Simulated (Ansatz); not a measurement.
# Starting-point dependence of the GW gap of BN (P6_3/mmc), part 2 of 2

One-shot GW is not self-consistent; how far does the start matter for BN (P6_3/mmc)?

Ansatz 0.2.0; G0W0 on several functionals, plane waves, PAW. Known limits of the many-body steps: not at the basis limit.

So far. Step 2 (G0W0 on LDA): The gap on the mesh goes from 4.09 eV to 5.94 eV, a correction of +1.85 eV. Between the two edge states, bare exchange in place of the xc potential would open the gap by 8.52 eV, and correlation takes back 6.67 eV. Step 3 (G0W0 on PBE): Against the run with 12×12×4 mesh, 324 empty bands, screening to 250 eV, hard PAW files on LDA, the gap moves by +0.05 eV, while the start moved by +0.20 eV.

In doubt: masses and optical values from hybrid runs of this build are listed as unsure (steps 4, 5), which bears on the screening that GW takes from such a start.

## 4. G0W0 on HSE06

This step: G0W0 on HSE06, plane waves, PAW.

input.yaml reads:

```yaml
crystal:
  lattice:
    - [2.50399, 0.0, 0.0]
    - [-1.251995, 2.1685189508, 0.0]
    - [0.0, 0.0, 6.6612]
  atoms:
    - { symbol: B, position: [0.3333333333, 0.6666666667, 0.25] }
    - { symbol: B, position: [0.6666666667, 0.3333333333, 0.75] }
    - { symbol: "N", position: [0.3333333333, 0.6666666667, 0.75] }
    - { symbol: "N", position: [0.6666666667, 0.3333333333, 0.25] }
kpoints:
  mp_grid: { grid: [12, 12, 4] }
hamiltonian:
  xc: hse06
  pseudopotentials: { kind: paw, source: ansatz }
scf:
  occupations: { method: fixed }
gw:
  n_empty_bands: 324
  ecut_chi: 250
  qp_bands: [v2, c2]
  qp_kpoints: band_edges
  screening: { model: contour_deformation }
```

Launch:

```console
ansatz run input.yaml --threads 3 --pin off --max-ram 92160MiB --backend cuda --events-out ev --progress --plain --runs-dir out --devices 1 --max-vram 13GiB
```

Numbers of over 12 decimals in the logs are rounded to 6 here.

The log of the run:

```text
GPUs: using 1 of 1 available (devices: 1).
[...]
davidson cushion auto → on  (no smearing: the cushion is to keep the highest requested band from converging to the state above it; pin scf.eigensolver.cushion to override)
[...]
GPU FFT provider: cuFFT
GPU libraries: cuBLAS 13.8.2, cuFFT 12.4.0, cuSOLVER 12.3.4
Crystal: 4 atoms, lattice volume = 36.170 Å³
Basis set: ecut = 870 eV, 2061 PW (Γ)
[...]
2     9     12.8403    -5.9716    -4.2690   -10.3943  0.8402    12.9942    12.9940  root
     2    10     12.8403    -5.9716    -4.2690   -10.3943  0.8402    12.9942    12.9940  root
[...]
56     7      3.8875   -20.6690     2.0599   -17.9116  0.8103     3.1863     3.1900  root
    56     8      3.8875   -20.6690     2.0599   -17.9116  0.8103     3.1863     3.1900  root
    56     9      9.9462    -5.9066    -4.4071   -10.6998  0.8374    10.3334    10.3324  root
    56    10      9.9462    -5.9066    -4.4071   -10.6998  0.8374    10.3334    10.3324  root
[key lines of the parts left out:]
Free energy (F): -1084.992683 eV
Fermi energy:    3.887473 eV
```

The job ended after 4.8 min (1 × NVIDIA H100 80GB HBM3 (shared by 6 runs) with 3 threads of AMD EPYC 7R13 (Zen 3), shared host; peak memory 7.4 GiB; 8.7 min of CPU time).

This step gave:

| Quantity | Value |
| --- | --- |
| bands summed | 332 |
| RPA ε∞ on this mesh (eigenvalues) | 2.301, 3.745, 3.745 |
| plane waves in the screening matrix | 335 |
| G0W0 gap on the mesh | 6.619 eV |
| k of the valence top | 0.3333, 0.3333, -0.5 |
| k of the conduction bottom | 0, -0.5, 0 |
| starting gap on the mesh | 5.597 eV |
| least direct G0W0 gap on the computed points | 7.103 eV |

Against the run with 12×12×4 mesh, 324 empty bands, screening to 250 eV, hard PAW files on PBE, the gap moves by +0.63 eV, while the start moved by +1.31 eV.

## 5. G0W0 on PBE0

This step: G0W0 on PBE0, plane waves, PAW.

input.yaml, as its differences from that of step 4:

```diff
@@ -13,3 +13,3 @@
 hamiltonian:
-  xc: hse06
+  xc: pbe0
   pseudopotentials: { kind: paw, source: ansatz }
```

The log of the run:

```text
GPUs: using 1 of 1 available (devices: 1).
[...]
GPU FFT provider: cuFFT
GPU libraries: cuBLAS 13.8.2, cuFFT 12.4.0, cuSOLVER 12.3.4
Crystal: 4 atoms, lattice volume = 36.170 Å³
Basis set: ecut = 870 eV, 2061 PW (Γ)
Bands: 12, of which v1, the nominal top of the filled ones, is band 8 counted from 1 (7 counted from 0)
Symmetry: 24 space group operations
[...]
k-points: 57 of 576
[...]
2     9     13.1943    -5.9636    -4.1551   -10.0278  0.8495    13.1035    13.1034  root
     2    10     13.1943    -5.9636    -4.1551   -10.0278  0.8495    13.1035    13.1034  root
[...]
56     7      3.5038   -20.6774     1.9539   -18.2978  0.8205     3.0770     3.0782  root
    56     8      3.5038   -20.6774     1.9539   -18.2978  0.8205     3.0770     3.0782  root
    56     9     10.3138    -5.8921    -4.2983   -10.3219  0.8467    10.4453    10.4452  root
    56    10     10.3138    -5.8921    -4.2983   -10.3219  0.8467    10.4453    10.4452  root
[key lines of the parts left out:]
Free energy (F): -1085.219023 eV
Fermi energy:    3.503848 eV
```

Wall time 5.1 min (1 × NVIDIA H100 80GB HBM3 (shared by 6 runs) with 3 threads); peak memory 7.2 GiB; 8.9 min of CPU time.

This step gave:

* bands summed: 332
* RPA ε∞ on this mesh (eigenvalues): 2.237, 3.542, 3.542
* plane waves in the screening matrix: 335
* G0W0 gap on the mesh: 6.832 eV
* k of the valence top: 0.3333, 0.3333, -0.5
* k of the conduction bottom: 0, -0.5, 0
* starting gap on the mesh: 6.341 eV
* least direct G0W0 gap on the computed points: 7.322 eV

Against the run with 12×12×4 mesh, 324 empty bands, screening to 250 eV, hard PAW files on HSE06, the gap moves by +0.21 eV, while the start moved by +0.74 eV.

## 6. The starts together

All on the 12×12×4 mesh with 324 empty bands and screening to 250 eV. Times are wall times on 1 × NVIDIA H100 80GB HBM3 (shared by 6 runs) with 3 threads of AMD EPYC 7R13 (Zen 3), shared host, good to a factor of about two.

```
start  starting gap (eV)  shift (eV)  G0W0 gap (eV)  RPA ε∞ (harmonic mean)  Z (valence, conduction)     time
  LDA               4.09       +1.85           5.94                    3.70               0.78, 0.82  2.7 min
  PBE               4.29       +1.70           5.98                    3.57               0.78, 0.82  5.5 min
HSE06               5.60       +1.02           6.62                    3.10               0.81, 0.85  4.8 min
 PBE0               6.34       +0.49           6.83                    2.97               0.82, 0.86  5.1 min
```

How the two edges are built up, in eV (the quasiparticle level is the starting level plus Σx plus Σc less Vxc):

| run | edge | start | Σx | Σc | Vxc | Z | QP |
| --- | --- | --- | --- | --- | --- | --- | --- |
| LDA | valence top | 4.41 | -20.48 | 2.18 | -17.34 | 0.78 | 3.46 |
| LDA | conduction bottom | 8.50 | -5.80 | -4.49 | -11.18 | 0.82 | 9.39 |
| PBE | valence top | 4.70 | -20.60 | 2.27 | -17.19 | 0.78 | 3.57 |
| PBE | conduction bottom | 8.99 | -5.80 | -4.41 | -10.77 | 0.82 | 9.55 |
| HSE06 | valence top | 3.89 | -20.67 | 2.06 | -17.91 | 0.81 | 3.19 |
| HSE06 | conduction bottom | 9.48 | -5.53 | -4.14 | -10.00 | 0.85 | 9.81 |
| PBE0 | valence top | 3.50 | -20.68 | 1.95 | -18.30 | 0.82 | 3.08 |
| PBE0 | conduction bottom | 9.85 | -5.52 | -4.04 | -9.62 | 0.86 | 9.91 |

For a hybrid start, Vxc holds its share of exact exchange.

## 7. What came out

```yaml
g0w0_lda: 5.94 eV (start 4.09 eV)
g0w0_pbe: 5.98 eV (start 4.29 eV)
g0w0_hse06: 6.62 eV (start 5.60 eV)
g0w0_pbe0: 6.83 eV (start 6.34 eV)
known_limits: not at the basis limit
```

In words: The starting gaps span 2.25 eV and the G0W0 gaps 0.90 eV. Between LDA and PBE0, 0.90 eV of the 2.25 eV survives, 40 %. PBE0 screens less than LDA (ε∞ 2.97 against 3.70). Of the 0.90 eV by which its G0W0 gap is higher, the correlation part gives +0.68 eV, and exchange with the one-particle terms, which follow the orbitals, +0.22 eV. The smallest correction, +0.49 eV, is on PBE0, the start nearest to reproducing itself. Bands and cutoff are finite, so the gap is not at the basis limit. The miss can reach some tenths of an eV and take either sign; the mesh is an error of its own.

[Paths, hosts, dates, memory and timing lines, banners, echoed tables and standing remarks are left out of the program output.]

[Logs are printed without paths, hosts, clocks, repeated set-up lines and the standing remarks that a program may print on its own settings, such as how far it seeks lower states.]

[Runs of the session that timed out or met a known fault of the program may be left out.]

[Cells called generated may have been cut or substituted from an entry of the Crystallography Open Database or the Materials Project.]

[Hosts, paths, dates, database ids (printed as entryN), source tags and the programs' standing remarks are cut or masked in the printed files.]
